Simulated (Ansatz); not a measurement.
# Mg on Mo(110): change of the work function, part 3 of 6

Aim: the work function of Mo(110) at several coverages of Mg (hollow site), and the dipole that each adsorbate carries.

Ansatz 0.2.0; plane-wave DFT, PBE, Ansatz PAW.

So far, work function, upper face (eV): step 2 (the clean slab) 4.60; step 3 (37 atoms, coverage 0.111 ML, cell 3x3) 3.66.

### Step 4. Adsorbate added, k-mesh 6×6×1, coverage 0.25 ML

System of this step: Mg/Mo(110). The cell holds 17 atoms: 16 Mo and 1 Mg. Cell: a = 5.456 Å, b = 5.456 Å, c = 27.325 Å, α = 90.0°, β = 90.0°, γ = 70.5°. Vacuum lies along c.

Another coverage, to see how the dipoles act on each other as their distance changes.

File input.yaml:

```yaml
crystal:
  lattice:
    - [4.4547727214, -3.15, 0.0]
    - [4.4547727214, 3.15, 0.0]
    - [0.0, 0.0, 27.3250875724]
  atoms:
    - { symbol: Mo, position: [0.0, 0.0, 0.3293676544] }
    - { symbol: Mo, position: [0.25, 0.25, 0.4108819901] }
    - { symbol: Mo, position: [0.0, 0.0, 0.4932099882] }
    - { symbol: Mo, position: [0.25, 0.25, 0.5717514282] }
    - { symbol: Mo, position: [0.0, 0.5, 0.3293676544] }
    - { symbol: Mo, position: [0.25, 0.75, 0.4108819901] }
    - { symbol: Mo, position: [0.0, 0.5, 0.4932099882] }
    - { symbol: Mo, position: [0.25, 0.75, 0.5717514282] }
    - { symbol: Mo, position: [0.5, 0.0, 0.3293676544] }
    - { symbol: Mo, position: [0.75, 0.25, 0.4108819901] }
    - { symbol: Mo, position: [0.5, 0.0, 0.4932099882] }
    - { symbol: Mo, position: [0.75, 0.25, 0.5717514282] }
    - { symbol: Mo, position: [0.5, 0.5, 0.3293676544] }
    - { symbol: Mo, position: [0.75, 0.75, 0.4108819901] }
    - { symbol: Mo, position: [0.5, 0.5, 0.4932099882] }
    - { symbol: Mo, position: [0.75, 0.75, 0.5717514282] }
    - { symbol: Mg, position: [0.42, 0.42, 0.6706323456] }
kpoints:
  mp_grid: { grid: [6, 6, 1] }
hamiltonian:
  xc: pbe
scf:
  occupations: { method: fermi_dirac, width: 0.1 }
  convergence: { dr2_threshold: 1.0e-08 }
efield:
  axis: 3
  dipole_correction: true
  ramp_position: 0.97
  ramp_width: 0.06
relax:
  f_tol: 0.02
  max_steps: 60
  constraints: [{ sites: [0, 1, 4, 5, 8, 9, 12, 13] }]
output:
  bader: true
  dos: { projected: true, e_range: [-8, 4] }
  write_potential: true
  write_density: true
  volumetric_format: npy
  elf: true
```

Command:

```bash
$ ansatz run input.yaml --threads 4 --pin off --max-ram 12288MiB --backend cpu --events-out ev --progress --plain --runs-dir out
```

Numbers of over 12 decimals in the logs are rounded to 6 here.

What it wrote:

```text
[...]
Crystal: 17 atoms, lattice volume = 766.880 Å³
Basis set: ecut = 420 eV, 14995 PW (Γ), exchange–correlation on 80×80×384 points (8 copies of the dense FFT grid, shifted against one another)
Bands: 141, of which v1, the nominal top of the filled ones, is band 117 counted from 1 (116 counted from 0)
Symmetry: 2 space group operations
[...]
k-points: 13 of 36 (time reversal used)
[...]
SCF iter   1: F=—  HF=-81210.677265 eV  |F-HF|=—  |Δ(HF+E_count)|=         —  Δρ=6.51e-3  dr2=1.27e1  ethr=1.77e-3  p=0.384 e·Å  D=9.06e-2 V/Å  ΔV_dip=-2.48 eV  dr2_dipole=8.35e0  V_vac-E_F(+/−)=2.50/4.98 eV  ⟨swp⟩=8.4  Hψ=8603  notcnv=0
[...]
SCF iter  11: F=-81210.451904 eV  HF=-81210.451904 eV  |F-HF|=5.68e-10  |Δ(HF+E_count)|=   4.21e-8  Δρ=4.61e-7  dr2=3.41e-9  ethr=4.27e-12  p=0.231 e·Å  D=5.45e-2 V/Å  ΔV_dip=-1.49 eV  dr2_dipole=1.47e-10  V_vac-E_F(+/−)=3.15/4.64 eV  ⟨swp⟩=11.4  Hψ=13187  notcnv=0
SCF 1 converged in 11 iterations: F = -81210.451904 eV  dr2 = 3.41e-9
[...]
relax step   1: F+E_penalty+E_count = -81210.45190389 eV  Δ(F+E_penalty+E_count) = +0.000e0 eV  max|allowed force component| = 9.333e-1 eV/Å  Δτ_max = 0.0000 Å  (11 SCF iters, accepted)
[...]
SCF iter  10: F=-81210.604461 eV  HF=-81210.604461 eV  |F-HF|=3.22e-9  |Δ(HF+E_count)|=   1.24e-8  Δρ=3.87e-7  dr2=2.65e-9  ethr=1.00e-12  p=0.244 e·Å  D=5.75e-2 V/Å  ΔV_dip=-1.57 eV  dr2_dipole=3.79e-12  V_vac-E_F(+/−)=3.06/4.63 eV  ⟨swp⟩=10.3  Hψ=12810  notcnv=0
SCF 2 converged in 10 iterations: F = -81210.604461 eV  dr2 = 2.65e-9
relax step   2: F+E_penalty+E_count = -81210.60446083 eV  Δ(F+E_penalty+E_count) = -1.526e-1 eV  max|allowed force component| = 7.176e-1 eV/Å  Δτ_max = 0.1650 Å  (10 SCF iters, accepted)
SCF iter   1: F=—  HF=-81210.714763 eV  |F-HF|=—  |Δ(HF+E_count)|=         —  Δρ=2.95e-3  dr2=3.75e-1  ethr=1.51e-3  p=0.244 e·Å  D=5.75e-2 V/Å  ΔV_dip=-1.57 eV  dr2_dipole=6.71e-2  V_vac-E_F(+/−)=3.08/4.65 eV  ⟨swp⟩=4.8  Hψ=4014  notcnv=0
[...]
SCF iter  10: F=-81210.697909 eV  HF=-81210.697909 eV  |F-HF|=4.73e-9  |Δ(HF+E_count)|=   8.69e-9  Δρ=4.00e-7  dr2=3.25e-9  ethr=4.27e-12  p=0.248 e·Å  D=5.86e-2 V/Å  ΔV_dip=-1.60 eV  dr2_dipole=2.01e-11  V_vac-E_F(+/−)=3.03/4.63 eV  ⟨swp⟩=11.1  Hψ=13213  notcnv=0
SCF 3 converged in 10 iterations: F = -81210.697909 eV  dr2 = 3.25e-9
relax step   3: F+E_penalty+E_count = -81210.69790914 eV  Δ(F+E_penalty+E_count) = -9.345e-2 eV  max|allowed force component| = 2.070e-1 eV/Å  Δτ_max = 0.1991 Å  (10 SCF iters, accepted)
[...]
relax step   4: F+E_penalty+E_count = -81210.73769370 eV  Δ(F+E_penalty+E_count) = -3.978e-2 eV  max|allowed force component| = 1.591e-1 eV/Å  Δτ_max = 0.1947 Å  (10 SCF iters, accepted)
[...]
relax step   5: F+E_penalty+E_count = -81210.76472102 eV  Δ(F+E_penalty+E_count) = -2.703e-2 eV  max|allowed force component| = 7.369e-2 eV/Å  Δτ_max = 0.2000 Å  (10 SCF iters, accepted)
[...]
relax step   6: F+E_penalty+E_count = -81210.77365928 eV  Δ(F+E_penalty+E_count) = -8.938e-3 eV  max|allowed force component| = 1.754e-2 eV/Å  Δτ_max = 0.1672 Å  (9 SCF iters, accepted)
SCF iter   1: F=—  HF=-81210.773310 eV  |F-HF|=—  |Δ(HF+E_count)|=         —  Δρ=3.50e-4  dr2=2.14e-3  ethr=7.96e-6  p=0.244 e·Å  D=5.76e-2 V/Å  ΔV_dip=-1.57 eV  dr2_dipole=2.15e-4  V_vac-E_F(+/−)=3.05/4.63 eV  ⟨swp⟩=4.5  Hψ=4431  notcnv=0
[...]
SCF iter   8: F=-81210.774099 eV  HF=-81210.774099 eV  |F-HF|=1.82e-9  |Δ(HF+E_count)|=   2.85e-8  Δρ=2.84e-7  dr2=1.18e-9  ethr=4.27e-12  p=0.244 e·Å  D=5.76e-2 V/Å  ΔV_dip=-1.58 eV  dr2_dipole=5.54e-11  V_vac-E_F(+/−)=3.05/4.63 eV  ⟨swp⟩=8.4  Hψ=14595  notcnv=0
SCF 7 converged in 8 iterations: F = -81210.774099 eV  dr2 = 1.18e-9
relax step   7: F+E_penalty+E_count = -81210.77409876 eV  Δ(F+E_penalty+E_count) = -4.395e-4 eV  max|allowed force component| = 9.790e-3 eV/Å  Δτ_max = 0.0418 Å  (8 SCF iters, accepted)
[...]
SCF converged after 8 iterations
Free energy (F): -81210.774099 eV
[...]
Internal energy: -81210.294090 eV  (E = F + TS)
E sigma→0 (E₀):  -81210.534094 eV
Entropy (-TS):   -0.480009 eV (-28.236 meV/atom)
Fermi energy:    4.642015 eV
Dipole field:    D = 0.057637 V/Å  (p = 0.244267 e·Å, saw-weighted, corrected)
Work function:   Φ+ = 3.0532 eV   Φ− = 4.6281 eV
[...]
--- Forces (eV/Å), atoms counted from 1 ---
  atom   1  Mo    -0.00006623    -0.00000000     0.53204107
  atom   2  Mo    -0.01811884    -0.00000000    -0.47028818
  atom   3  Mo     0.00009953     0.00000000    -0.00978980
  atom   4  Mo    -0.00543312    -0.00000000    -0.00603098
  atom   5  Mo     0.00007828    -0.00010434     0.48702558
  atom   6  Mo    -0.00015663    -0.00010345    -0.55930342
  atom   7  Mo     0.00133072    -0.00109645     0.00903785
  atom   8  Mo     0.00184994     0.00586009     0.00338356
  atom   9  Mo     0.00007828     0.00010434     0.48702558
  atom  10  Mo    -0.00015663     0.00010345    -0.55930342
  atom  11  Mo     0.00133072     0.00109645     0.00903785
  atom  12  Mo     0.00184994    -0.00586009     0.00338356
  atom  13  Mo     0.00001012     0.00000000     0.54607876
  atom  14  Mo     0.01826098     0.00000000    -0.47019246
  atom  15  Mo    -0.00051167    -0.00000000    -0.00062131
  atom  16  Mo    -0.00131065     0.00000000    -0.00538191
  atom  17  Mg     0.00086594     0.00000000     0.00389825
  max |Σ_I F_I| component: 6.86e-7 eV/Å
--- Band table (eV; the first three rows and the last of 13) ---
  k-point 0: bands = [... 113 lower, 5.2402, 5.3067, 5.3662, 5.5404, 5.5627, 5.5943, 5.6443, 5.8250, ... 20 higher]
  k-point 1: bands = [... 113 lower, 4.9039, 5.0739, 5.1997, 5.2208, 5.2693, 5.5483, 5.6193, 5.6782, ... 20 higher]
  k-point 2: bands = [... 113 lower, 4.1890, 4.2566, 4.4355, 4.5641, 4.8704, 5.1164, 5.1470, 5.2874, ... 20 higher]
  k-point 12: bands = [... 113 lower, 3.8950, 3.9347, 3.9362, 3.9377, 3.9600, 4.0883, 4.1572, 4.5093, ... 20 higher]
--- Relaxed structure (7 steps of the walk, 7 accepted, 0 SCFs on fresh bases) ---
  F+E_penalty+E_count = -81210.77409876 eV   max|allowed force component| = 9.790e-3 eV/Å
  atoms:
    - { symbol: Mo, position: [0.0, 0.0, 0.329368] }
    - { symbol: Mo, position: [0.25, 0.25, 0.410882] }
    - { symbol: Mo, position: [6.951004700390446e-6, 6.951004700390448e-6, 0.492832] }
    - { symbol: Mo, position: [0.253945, 0.253945, 0.573920] }
    - { symbol: Mo, position: [2.7755575615628914e-17, 0.5, 0.329368] }
    - { symbol: Mo, position: [0.250000, 0.75, 0.410882] }
    - { symbol: Mo, position: [-1.944453502369936e-5, 0.500005, 0.492867] }
    - { symbol: Mo, position: [0.245953, 0.754042, 0.571545] }
    - { symbol: Mo, position: [0.5, 2.7755575615628914e-17, 0.329368] }
    - { symbol: Mo, position: [0.75, 0.250000, 0.410882] }
    - { symbol: Mo, position: [0.500005, -1.944453502369936e-5, 0.492867] }
    - { symbol: Mo, position: [0.754042, 0.245953, 0.571545] }
    - { symbol: Mo, position: [0.5, 0.5, 0.329368] }
    - { symbol: Mo, position: [0.75, 0.75, 0.410882] }
    - { symbol: Mo, position: [0.500005, 0.500005, 0.492950] }
    - { symbol: Mo, position: [0.746151, 0.746151, 0.573916] }
    - { symbol: Mg, position: [0.499880, 0.499880, 0.655184] }
--- Bader charges: 17 sites ---
  site symbol  charge [e]  shift [e]
     0     Mo     -0.0541     0.0000
     1     Mo      0.0496     0.0000
     2     Mo      0.0371     0.0000
     3     Mo     -0.1660     0.0001
     4     Mo     -0.0551     0.0000
     5     Mo      0.0499     0.0000
     6     Mo      0.0480     0.0000
     7     Mo     -0.3623     0.0001
     8     Mo     -0.0552     0.0000
     9     Mo      0.0499     0.0000
    10     Mo      0.0479     0.0000
    11     Mo     -0.3623     0.0001
    12     Mo     -0.0512     0.0000
    13     Mo      0.0496     0.0000
    14     Mo      0.0534     0.0000
    15     Mo     -0.1651     0.0001
    16     Mg      0.8860     0.0001
  estimated error of the sums over rays = 8.2e-4 e
```

Run time: 5.3 min. Hardware: 4 threads of Arm Neoverse V2, shared host; peak memory 3 GiB.

Relaxation path:

```tsv
step	energy less that of the first step (eV)	largest force component (eV/Å)
1	0.0000	0.9333
2	-0.1526	0.7176
3	-0.2460	0.2070
4	-0.2858	0.1591
5	-0.3128	0.0737
6	-0.3218	0.0175
7	-0.3222	0.0098
```

The run keeps the 2 symmetry operations that it works with, so distortions that break them were not tested.

The atoms that moved most (Å):

```tsv
atom	dx	dy	dz	length
Mg17	0.712	0.000	-0.422	0.827
Mo4	0.035	0.000	0.059	0.069
Mo16	-0.034	0.000	0.059	0.068
Mo8	0.000	0.025	-0.006	0.026
Mo12	0.000	-0.025	-0.006	0.026
Mo3	0.000	0.000	-0.010	0.010
Mo7	0.000	0.000	-0.009	0.009
Mo11	0.000	0.000	-0.009	0.009
```

The relaxed structure:

```xyz
17
Lattice="4.4548 -3.1500 0.0000 4.4548 3.1500 0.0000 0.0000 0.0000 27.3251" Properties=species:S:1:pos:R:3
Mo    0.0000    0.0000    9.0000
Mo    2.2274    0.0000   11.2274
Mo    0.0001    0.0000   13.4667
Mo    2.2625    0.0000   15.6824
Mo    2.2274    1.5750    9.0000
Mo    4.4548    1.5750   11.2274
Mo    2.2273    1.5751   13.4676
Mo    4.4547    1.6005   15.6175
Mo    2.2274   -1.5750    9.0000
Mo    4.4548   -1.5750   11.2274
Mo    2.2273   -1.5751   13.4676
Mo    4.4547   -1.6005   15.6175
Mo    4.4548    0.0000    9.0000
Mo    6.6822    0.0000   11.2274
Mo    4.4548    0.0000   13.4699
Mo    6.6479    0.0000   15.6823
Mg    4.4537    0.0000   17.9030
```

Numbers from this step:

```
energy at zero smearing        : -81210.5341 eV
work function, upper face      : 3.053 eV
work function, lower face      : 4.628 eV
dipole along the normal        : 0.2443 e·Å
step between the vacuum levels : -1.575 eV
```

The density of states has structure finer than the step of the table below, so its rows give means over 0.25 eV, whole bins alone (the curve runs from -8 to 1.44 eV). Peaks (eV: height): -3.670: 27.5, -2.890: 33.7, -2.710: 33.1, -2.560: 27.5, -2.470: 27.6, -2.020: 31.6, 0.960: 28.1.

The density of states by energy, zero at the Fermi level; means over each step:

```tsv
energy (eV)	density of states (states/eV a cell)
-7.00	0
-6.75	0.236
-6.50	0.916
-6.25	0.921
-6.00	1.02
-5.75	1.10
-5.50	2.09
-5.25	2.60
-5.00	7.42
-4.75	15.2
-4.50	17.1
-4.25	16.7
-4.00	18.8
-3.75	25.1
-3.50	19.1
-3.25	20.6
-3.00	24.3
-2.75	24.2
-2.50	21.1
-2.25	22.5
-2.00	20.0
-1.75	22.5
-1.50	23.2
-1.25	19.8
-1.00	15.2
-0.75	14.3
-0.50	13.8
-0.25	13.8
0.00	14.2
0.25	17.9
0.50	19.4
0.75	21.5
1.00	25.3
1.25	24.4
```

Projected DOS per atom over height of the atomic layer and energy from the Fermi level. Layers: Mo4 Mo4 Mo4 Mo4 Mg from below.

Ten even steps from '_' (0.00 states/eV) to '@' (1.77 states/eV), each cell a mean:
```
##%%%%##::
%%######::
%%++==**..
**----**..
**::::++..
**::--**..
@@====%%..
@@****%%__
%%****%%::
%%######..
++@@@@##..
**##****__
**%%####__
--%%%%--__
::####::__
__....____
__________
__________
__________
__________
__________
__________
```
Columns: height of the atomic layer (Å) from 9 to 17.9; rows upwards: energy from the Fermi level (eV) from -7.96 to 1.45.

ELF in the ca plane at fractional y = 0.500, with atoms of Mo and Mg within 0.2 Å of it. It is the smooth field of the valence electrons, not physical close to the nuclei.

Ten even steps from '0' (0.00) to '9' (0.84), each cell a mean:
```
77734433433777853443444332110000000000000000
87434433442478523433344444332100000000000000
43334433444234334433445666665431000000000000
33344333455333345433456765577764210000000000
43334433443234334433456421137987421000000000
87534433442478633433454123203898642000000000
77734433443777853444453244411799742100000000
56744544533865853444452242421799752100000000
88634433442688733433453134412899742100000000
65334433443356424433455311115997531000000000
33344333454333345433456643358875310000000000
33344333454333345433456676676643100000000000
65334433443356424433345555543210000000000000
88634433442688733433344433211000000000000000
56744544533865853444444322100000000000000000
```
Columns run along c (16.0 Å, from fractional 0.32 to 0.91 of the cell), rows up along a (5.5 Å). Atoms in or near the plane, at fractional coordinates: Mo at (0.33, 0.00), Mo at (0.49, 0.00), Mo at (0.33, 0.50), Mo at (0.49, 0.50), Mg at (0.66, 0.50).

Valence density in the ca plane at fractional y = 0.500, with atoms of Mo and Mg within 0.2 Å of it. It is the smooth field of the valence electrons, not physical close to the nuclei.

Ten steps, logarithmic in the rise over the least value, from '0' (0 e/Å³) to '9' (25 e/Å³), each cell a mean:
```
76531111112567631111110000000000000000000000
55321111112355421111110000000000000000000000
32211111111223211111110000000000000000000000
22111111111122111112111000000000000000000000
33211111111223211111111000000000000000000000
55421111112355421111111134300000000000000000
76531111112567642111111279710000000000000000
77631111112577642111111389820000000000000000
66421111112466531111111157510000000000000000
44211111111244321111111111100000000000000000
22111111111122111111111000000000000000000000
22111111111122211112110000000000000000000000
44311111111244321111110000000000000000000000
66521111112466531111110000000000000000000000
77631111113577642111100000000000000000000000
```
Columns run along c (16.0 Å, from fractional 0.32 to 0.91 of the cell), rows up along a (5.5 Å). Atoms in or near the plane, at fractional coordinates: Mo at (0.33, 0.00), Mo at (0.49, 0.00), Mo at (0.33, 0.50), Mo at (0.49, 0.50), Mg at (0.66, 0.50).

Electrostatic potential energy in the ca plane at fractional y = 0.500, with atoms of Mo and Mg within 0.2 Å of it. With pseudopotentials it is smooth inside the atoms' cores, unlike the true potential.

Ten even steps from '0' (-70 eV) to '9' (8 eV), each cell a mean:
```
00379999997300169999999999999999999999999999
33689999998633579999999999999999999999999999
77899999999877899999999999999999999999999999
88999999999988999999999999999999999999999999
77899999999877899999999988899999999999999999
33689999998633579999999865689999999999999999
00379999997300168999999720278999999999999999
00279999997200158999999610178999999999999999
11479999998411379999999843589999999999999999
56799999999765789999999987889999999999999999
88999999999988899999999999999999999999999999
88999999999988899999999999999999999999999999
55799999999755689999999999999999999999999999
11479999998411369999999999999999999999999999
00269999997200158999999999999999999999999999
```
Columns run along c (16.0 Å, from fractional 0.32 to 0.91 of the cell; values clipped at the 3rd and 97th percentile), rows up along a (5.5 Å). Atoms in or near the plane, at fractional coordinates: Mo at (0.33, 0.00), Mo at (0.49, 0.00), Mo at (0.33, 0.50), Mo at (0.49, 0.50), Mg at (0.66, 0.50).

The relaxation took 7 steps and lowered the energy by 0.32 eV; the largest force on the free atoms ends at 0.0098 eV/Å.

By hand: a sheet of dipoles makes a step −p/(ε₀A) in the electron's potential. With e/ε₀ = 180.95 V·Å, p = 0.2443 e·Å and A = 28.07 Å², that is −180.95 × (0.2443) / 28.07 = -1.575 eV, and the two vacuum levels of the run differ by -1.575 eV.

The covered face has 3.05 eV, -1.54 eV against the clean one; the bare back face has moved by -0.07 eV, a measure of how thin the slab is.

(Continued in part 4 of 6.)

[Logs are printed without paths, hosts, clocks, repeated set-up lines and the standing remarks that a program may print on its own settings, such as how far it seeks lower states.]

[Hosts, paths, dates, database ids (printed as entryN), source tags and the programs' standing remarks are cut or masked in the printed files.]

[Maps of the electrostatic potential energy from Ansatz leave out the sawtooth potential of an applied field or a dipole correction, so their vacuum need not be flat; planar profiles and work functions include it.]

[The density of states shown here was stored with 400 of the rows of the run's finer table, so its peaks can read low, often by over a quarter, or be missed, and its means over a window can be off by a tenth or more.]
